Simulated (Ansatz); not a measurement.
**Moving the knobs of a GW run on GaSi2P (zincblende [110] superlattice) (Pmn2_1)**

Aim: change settings of a G0W0 run on GaSi2P (zincblende [110] superlattice) (Pmn2_1) and see what moves.

Calculated with Ansatz 0.2.0; G0W0 on PBEsol, plane waves, PAW; PAW set soft_1.

The structure was built from a prototype and need not be the compound's stable phase.

## (1) Set-up

It takes space group Pmn2_1 (No. 31, orthorhombic). The conventional cell has a = 3.842 Å, b = 7.684 Å, c = 5.438 Å, α = 90.00°, β = 90.00°, γ = 90.00°. Ga has 3 P at 2.37 Å and 1 Si at 2.41 Å nearest. Nearest to P lie 1 Si at 2.27 Å and 3 Ga at 2.37 Å. Nearest to Si lie 1 P at 2.27 Å and 3 Si at 2.35 Å. Nearest to Si lie 3 Si at 2.35 Å and 1 Ga at 2.41 Å. It derives from GaP. Farther neighbours are not listed.

The structure was relaxed with PBEsol. The runs that relaxed it are not among those shown.

## (2) The base run: 4×4×2 mesh, 311 empty bands, screening to 90 eV, PAW set soft_1 files

G0W0 replaces the xc potential by the self-energy, built once from these orbitals. Only a window of levels is corrected, while the sums run over the empty bands that the input names. This step takes PAW set soft_1 files.

File input.yaml:

```yaml
crystal:
  lattice:
    - [3.8421518345, 0.0, 0.0]
    - [0.0, 5.4375237944, -2.7723e-06]
    - [0.0, -3.9206e-06, 7.6837636921]
  atoms:
    - { symbol: Ga, position: [0.0, 0.0105496704, 0.1195673502] }
    - { symbol: P, position: [0.5, 0.265858094, 0.1263065093] }
    - { symbol: Ga, position: [0.5, 0.5105497565, 0.3815072346] }
    - { symbol: P, position: [0.0, 0.7658580403, 0.374768288] }
    - { symbol: Si, position: [0.0, -0.0124346698, 0.6251886117] }
    - { symbol: Si, position: [0.5, 0.2360271927, 0.62751969] }
    - { symbol: Si, position: [0.5, 0.4875649328, 0.8758864662] }
    - { symbol: Si, position: [0.0, 0.736026983, 0.8735545645] }
kpoints:
  mp_grid: { grid: [4, 4, 2] }
hamiltonian:
  xc: pbesol
  pseudopotentials: { kind: paw, azcp: { folder: soft_1 }, xc_functional: pbe }
scf:
  occupations: { method: fixed }
gw:
  n_empty_bands: 311
  ecut_chi: 90.0
  qp_bands: [v2, c2]
  qp_kpoints: band_edges
  screening: { model: contour_deformation }
```

Started as:

```sh
ansatz run input.yaml --threads 4 --pin off --max-ram 17510MiB --backend cpu --events-out ev --progress --plain --runs-dir out
```

Numbers of over 12 decimals in the logs are rounded to 6 here.

Output:

```text
Warning: the atoms were moved onto the symmetric positions of the space group found under crystal.symmetry.tolerance 1.0e-5 (fractional; no operation is sought that the atoms, as they stand in a round, miss by more than twice it, and no atom is moved by as much as it), and the run uses the moved positions. Before a round's move an operation carried an atom to 3.75e-6 Å from where it should land, the largest such dist [...]
Engine: ansatz 0.2.0, aarch64-unknown-linux-gnu
Pseudopotentials: kind: paw
Pseudopotential: Ga, paw, valence charge 13, recommended cutoff 420 eV (normal), soft_1/Ga.paw.azcp
Pseudopotential: P, paw, valence charge 5, recommended cutoff 420 eV (normal), soft_1/P.paw.azcp
Pseudopotential: Si, paw, valence charge 4, recommended cutoff 420 eV (normal), soft_1/Si.paw.azcp
Functional definition: PBEsol
  exchange = pbesol_x
  correlation = pbesol_c
Crystal: 8 atoms, lattice volume = 160.528 Å³
Basis set: ecut = 420 eV, 3115 PW (Γ)
Bands: 34, of which v1, the nominal top of the filled ones, is band 26 counted from 1 (25 counted from 0)
Symmetry: 4 space group operations
Space group: Pmn21 (ITA 31), of the structure as read, at distance tolerance 5.4e-5 Å
k-points: 18 of 32 (time reversal used)
Non-local potential: Ga, projectors of the file, l = 0: 2, l = 1: 2, l = 2: 3, l = 3: 1
Non-local potential: P, projectors of the file, l = 0: 2, l = 1: 2, l = 2: 1
Non-local potential: Si, projectors of the file, l = 0: 2, l = 1: 2, l = 2: 1
PAW form: soft (Blöchl's): semilocal exchange-correlation on the pseudo side does not see the compensation charge
PAW frozen core: Ga, regenerated for the run's functional, and the local potential with it (the file was generated under x = pbe(κ = 0.804, μ = 0.219515), c = pbe(β = 0.066725))
PAW frozen core: P, regenerated for the run's functional, and the local potential with it (the file was generated under x = pbe(κ = 0.804, μ = 0.219515), c = pbe(β = 0.066725))
PAW frozen core: Si, regenerated for the run's functional, and the local potential with it (the file was generated under x = pbe(κ = 0.804, μ = 0.219515), c = pbe(β = 0.066725))
PAW one-centre angular grid: Ga, 590 points (default); XC on 64 Gauss nodes
PAW one-centre angular grid: P, 110 points (default); XC on 64 Gauss nodes
PAW one-centre angular grid: Si, 110 points (default); XC on 64 Gauss nodes
Initial density: superposition of atomic densities (chi_scale 0.1, normalization cell, long waves kept (reshape's long-wave potential 0.06 eV rms))
Initial wavefunctions: pseudopotential atomic-orbital guess
Functional: x = pbesol(κ = 0.804, μ = 0.123457), c = pbesol(β = 0.046)
SCF iter   1: F=—  HF=-11454.510810 eV  |F-HF|=—  |Δ(HF+E_count)|=         —  Δρ=4.58e-2  dr2=3.17e0  ethr=3.10e-3  ⟨swp⟩=5.8  Hψ=2497  notcnv=0  defer=89
[...]
E_vxc        = -426.172397  (∫ρ·V_xc dr)
  E_paw        = -6981.215904  (= ΣΔE_a)
  E_vpaw       = -835.423208  (= ΣTr[D̂ρ^β])
  E_aug_tail   = -0.000262  (compensation charges beyond the density's cutoff)
  E_ewald      = -2719.980611
  E_core_change = 1.944393  (= ΣΔE_core)
  E_smearing   = -0.000000  (= −TS)
  E_closure    = 0.000000  (closes the sum)
  Σ components = -11453.653342   (vs F -11453.653342, Δ=0.00e0)
--- Band table (eV; the first three rows and the last of 18) ---
  k-point 0: bands = [... 22 lower, 5.4134, 6.6228, 6.7162, 6.7540, 7.5876, 7.7311, 8.8295, 9.4929, ... 4 higher]
  k-point 1: bands = [... 22 lower, 5.0243, 5.3762, 6.2601, 6.5199, 7.9258, 8.4173, 9.6512, 9.7666, ... 4 higher]
  k-point 2: bands = [... 22 lower, 5.2796, 5.4755, 6.0088, 6.1067, 7.5653, 8.4262, 8.6148, 9.2154, ... 4 higher]
  k-point 17: bands = [... 22 lower, 4.4431, 4.4431, 4.7542, 4.7542, 9.6565, 9.6565, 9.9452, 9.9452, ... 4 higher]
--- G₀W₀: contour deformation, 7 samples at zero and on the imaginary axis and 1 off it, 32 q-points, 311 empty bands' worth ---
  eigenvalues of the whole cell's RPA ε∞ on this k-mesh (on a slab, of 1 + 4πα/V) = 14.2649, 16.5965, 17.7437; static W/v taken at q = 0 is 0.060119
  bands read: the sum over 337 bands ends inside a degenerate multiplet in 10 slots, whose members it reads at an even weight; the widest, k=4: bands 337 to 338 (counted from 1) at 1/2 each
  gw.qp_kpoints: band_edges: 11 of 18 stored k-points solved, in 1 pass; an edge of the gap read off the rows below is read off those points alone
    valence top: of the k-points left out ik 3 came nearest to being solved in a further pass, in band 26 (counted from 1, as in the quasiparticle table): it holds the edge there only if its correction is more favourable than any solved in that band by at least 0.688 eV; those differ by 0.053 eV
    conduction bottom: of the k-points left out ik 3 came nearest to being solved in a further pass, in band 27 (counted from 1, as in the quasiparticle table): it holds the edge there only if its correction is more favourable than any solved in that band by at least 0.561 eV; those differ by 0.191 eV
    ik  band        ε_KS         Σx   Σc(E_QP)       V_xc       Z   E_QP_lin       E_QP  E_QP is
     0    25      6.7162   -15.5910     1.0260   -14.2502  0.7648     6.4005     6.4013  root
     0    26      6.7540   -15.6608     1.1936   -14.1253  0.7625     6.4110     6.4121  root
     0    27      7.5876    -6.4283    -3.8427   -10.4323  0.7793     7.7492     7.7489  root
     0    28      7.7311    -6.7707    -3.8986   -10.8886  0.7775     7.9509     7.9504  root
     1    25      6.2601   -16.4577     1.4516   -14.6582  0.7600     5.9109     5.9122  root
     1    26      6.5199   -15.1557     1.2413   -13.5631  0.7597     6.1673     6.1686  root
     1    27      7.9258    -6.1746    -3.9857   -10.3552  0.7743     8.1212     8.1207  root
     1    28      8.4173    -6.9262    -4.0298   -11.1797  0.7786     8.6416     8.6410  root
[...]
16    25      5.5445   -15.3200     1.5724   -13.3744  0.7548     5.1695     5.1713  root
    16    26      5.5445   -15.3200     1.5724   -13.3744  0.7548     5.1695     5.1713  root
    16    27      8.1520    -8.8049    -3.9093   -13.0486  0.7735     8.4878     8.4866  root
    16    28      8.1520    -8.8049    -3.9093   -13.0486  0.7735     8.4878     8.4866  root
[key lines of the parts left out:]
SCF converged after 9 iterations
Free energy (F): -11453.653342 eV
Fermi energy:    6.753968 eV
```

Elapsed: 3 min, on 4 threads of Arm Neoverse V2, shared host; peak memory 2 GiB.

This step gave:

| Property | Result |
| --- | --- |
| bands summed | 337 |
| RPA ε∞ on this mesh (eigenvalues) | 14.26, 16.60, 17.74 |
| plane waves in the screening matrix | 303 |
| q-points in the mesh | 32 |
| G0W0 gap on the mesh | 1.307 eV |
| k of the valence top | 0, 0, 0 |
| k of the conduction bottom | -0.5, 0, 0 |
| starting gap on the mesh | 0.8114 eV |
| Z at the valence top | 0.7625 |
| Z at the conduction bottom | 0.7826 |
| least direct G0W0 gap on the computed points | 1.337 eV |

The gap on the mesh goes from 0.81 eV to 1.31 eV, a correction of +0.50 eV. Between the two edge states, bare exchange in place of the xc potential would open the gap by 5.38 eV, and correlation takes back 4.90 eV.

## (3) Variant: coarser q mesh

input.yaml: that of step 2 with these lines changed.

```diff
@@ -15,3 +15,3 @@
 kpoints:
-  mp_grid: { grid: [4, 4, 2] }
+  mp_grid: { grid: [4, 2, 2] }
 hamiltonian:
@@ -22,4 +22,4 @@
 gw:
-  n_empty_bands: 311
-  ecut_chi: 90.0
+  n_empty_bands: 364
+  ecut_chi: 100
   qp_bands: [v2, c2]
@@ -27 +27,2 @@
   screening: { model: contour_deformation }
+  q_mesh: [2, 1, 1]
```

Output:

```text
[...]
Crystal: 8 atoms, lattice volume = 160.528 Å³
Basis set: ecut = 420 eV, 3115 PW (Γ)
Bands: 34, of which v1, the nominal top of the filled ones, is band 26 counted from 1 (25 counted from 0)
Symmetry: 4 space group operations
[...]
k-points: 12 of 16
[...]
SCF iter   1: F=—  HF=-11454.483865 eV  |F-HF|=—  |Δ(HF+E_count)|=         —  Δρ=4.59e-2  dr2=3.18e0  ethr=3.10e-3  ⟨swp⟩=5.8  Hψ=1678  notcnv=0  defer=61
[...]
SCF iter   9: F=-11453.622967 eV  HF=-11453.622967 eV  |F-HF|=1.87e-9  |Δ(HF+E_count)|=   8.30e-8  Δρ=1.76e-6  dr2=1.06e-8  ethr=1.92e-10  ⟨swp⟩=2.3  Hψ=777  notcnv=0
SCF 1 converged in 9 iterations: F = -11453.622967 eV  dr2 = 1.06e-8
[...]
NSCF: frozen V_eff on 12 k-points
G₀W₀ screening: q 1/2
[... further progress lines ...]
SCF converged after 9 iterations
Free energy (F): -11453.622967 eV
[...]
Internal energy: -11453.622967 eV  (E = F + TS)
E sigma→0 (E₀):  -11453.622967 eV
Fermi energy:    6.755586 eV
[...]
--- Band table (eV; the first three rows and the last of 12) ---
  k-point 0: bands = [... 22 lower, 5.4148, 6.6246, 6.7170, 6.7556, 7.5876, 7.7318, 8.8304, 9.4934, ... 4 higher]
  k-point 1: bands = [... 22 lower, 5.0248, 5.3770, 6.2620, 6.5212, 7.9259, 8.4177, 9.6521, 9.7673, ... 4 higher]
  k-point 2: bands = [... 22 lower, 5.6043, 5.6043, 5.8510, 5.8510, 7.7788, 7.7788, 8.4581, 8.4581, ... 4 higher]
  k-point 11: bands = [... 22 lower, 4.4437, 4.4437, 4.7554, 4.7554, 9.6572, 9.6572, 9.9457, 9.9457, ... 4 higher]
[...]
0    25      6.7170   -16.3288     1.7558   -14.2504  0.7434     6.3930     6.3944  root
     0    26      6.7556   -16.9389     2.3470   -14.1262  0.7406     6.2865     6.2899  root
     0    27      7.5876    -5.6050    -4.7185   -10.4316  0.7557     7.6959     7.6956  root
     0    28      7.7318    -5.9546    -4.7693   -10.8883  0.7545     7.8968     7.8963  root
     1    25      6.2620   -17.5682     2.4752   -14.6589  0.7394     5.8246     5.8278  root
     1    26      6.5212   -16.3637     2.3454   -13.5636  0.7389     6.0631     6.0666  root
     1    27      7.9259    -5.3612    -4.8498   -10.3547  0.7528     8.0700     8.0696  root
     1    28      8.4177    -6.1764    -4.8468   -11.1793  0.7557     8.5743     8.5738  root
[...]
10    25      5.5461   -16.2030     2.3997   -13.3742  0.7370     5.1134     5.1171  root
    10    26      5.5461   -16.2030     2.3997   -13.3742  0.7370     5.1134     5.1171  root
    10    27      8.1530    -8.0909    -4.7329   -13.0482  0.7513     8.3782     8.3774  root
    10    28      8.1530    -8.0909    -4.7329   -13.0482  0.7513     8.3782     8.3774  root
```

It took 47 s on 4 threads; peak memory 2.3 GiB.

Against the base:

```tsv
setting	base	variant
mesh	4×4×2	4×2×2
empty bands	311	364
screening cutoff (eV)	90.0	100
q mesh	-	[2, 1, 1]
```

```tsv
quantity	variant	base
starting gap on the mesh	0.821	0.811
G0W0 gap on the mesh	1.206	1.307
least direct G0W0 gap on the computed points	1.301	1.337
Z at the valence top	0.743	0.763
Z at the conduction bottom	0.759	0.783
```

## (4) What came out

```yaml
base: 1.31 eV, 3 min
coarser_q_mesh: 1.21 eV, 47 s
```

What this shows: Coarser q mesh: the gap moves by −0.10 eV and the time by a factor of 0.26; such settings are too crude to quote. The variant differs from the base in mesh, empty bands, screening cutoff and q mesh together, so the change can't be laid to one of them. All runs here use a coarse mesh and modest cutoffs; they test settings and are not final values. The 4×4×2 mesh is coarse for this cell (its supercell is 15 Å along the shortest edge). The RPA ε∞ on it, from the PBEsol start, is 14.26, 16.60 and 17.74; such meshes misread the long-range screening, most where the gap is narrow. The many-body steps are scalar-relativistic: spin-orbit coupling is not in them.

[Paths, hosts, dates, memory and timing lines, banners, echoed tables and standing remarks are left out of the program output.]

[Logs are printed without paths, hosts, clocks, repeated set-up lines and the standing remarks that a program may print on its own settings, such as how far it seeks lower states.]

[Runs of the session that timed out or met a known fault of the program may be left out.]

[Cells called generated may have been cut or substituted from an entry of the Crystallography Open Database or the Materials Project.]

[Hosts, paths, dates, database ids (printed as entryN), source tags and the programs' standing remarks are cut or masked in the printed files.]
